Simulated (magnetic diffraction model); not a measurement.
# CsInCoF6: the ordered moment from one line

Space group P-31c (no. 163), a = 5.7580 Å, c = 10.3870 Å.

```
site  atom       x       y       z
  2c    Cs     2/3     1/3     3/4
  2d    In     1/3     2/3     3/4
  2b    Co       0       0     1/2
 12i     F  0.0388  0.3731  0.8548
```

This is a made-up structure (elements placed in a structure type, unrelaxed), so the numbers test the method and describe no known phase.

Only Co is taken to order (form factors of Co2+); orders and moment sizes are assumed, and not adapted to the symmetry. Radiation: neutrons of λ = 4.2 Å, 8° to 100°; isotropic B of 0.43 Å² (Cs), 0.52 Å² (In), 0.48 Å² (Co) and 0.85 Å² (F). The intensities are simulated: I ∝ L Σ (|F_N|² + |F_M⊥|²) for unpolarised neutrons, with F_M = 2.695 fm/μB × Σ f(s) S exp(2πi Q·r) exp(−B s²) at Q = H ± k (one set where k and −k are equivalent), only the part normal to Q counting and L = 1/(sin²θ cos θ). For collinear order S is the moment m, which repeats by lattice and centring translations R with the sign exp(−2πi k·R). Form factors are spin-only for 3d ions and dipole or tabulated for f ions, scattering lengths are Sears's of 1992, and absorption is left out. A label names one of the reflections at its angle. The strongest nuclear line in the range is 100, and lines under 0.2 are left out.

In a first state the assumed order is k = (1/2 0 0), collinear moments along [100], 2.72 μB on Co; signs + at (0, 0, 1/2), + at (0, 0, 0), with this pattern:

```
2θ (°)       index  nuclear  magnetic
 24.31   (1/2 0 0)      0.0      18.6
 42.78  (1/2 -1 0)      0.0      17.7
 47.70     (0 0 2)    100.0       0.0
 49.81     (1 0 0)     27.7       0.0
 54.24   (1/2 0 2)      0.0      24.6
 55.70     (1 0 1)     10.1       0.0
 65.98  (1/2 -1 2)      0.0      17.6
 67.71   (1/2 1 0)      0.0       8.8
 71.44     (1 0 2)     83.4       0.0
 78.35   (3/2 0 0)      0.0       1.8
 87.00   (1/2 1 2)      0.0      15.6
 93.68     (1 1 0)      6.7       0.0
 95.19     (1 0 3)      8.4       0.0
 97.19   (3/2 0 2)      0.0       4.8
 98.79  (3/2 -2 0)      0.0       7.1
```

**Question.** Nearer the ordering temperature the line at 54.24° has total intensity 6.2 on the same scale, and all moments have shrunk alike. How large is the Co moment?

The nuclear part, 0.0, stays, so the magnetic part is 6.2 against 24.6. It goes as m², so m = 2.72 × √(6.2/24.6) = 1.37 μB; the value used was 1.36 μB.

[Logs are printed without paths, hosts, clocks, repeated set-up lines and the standing remarks that a program may print on its own settings, such as how far it seeks lower states.]
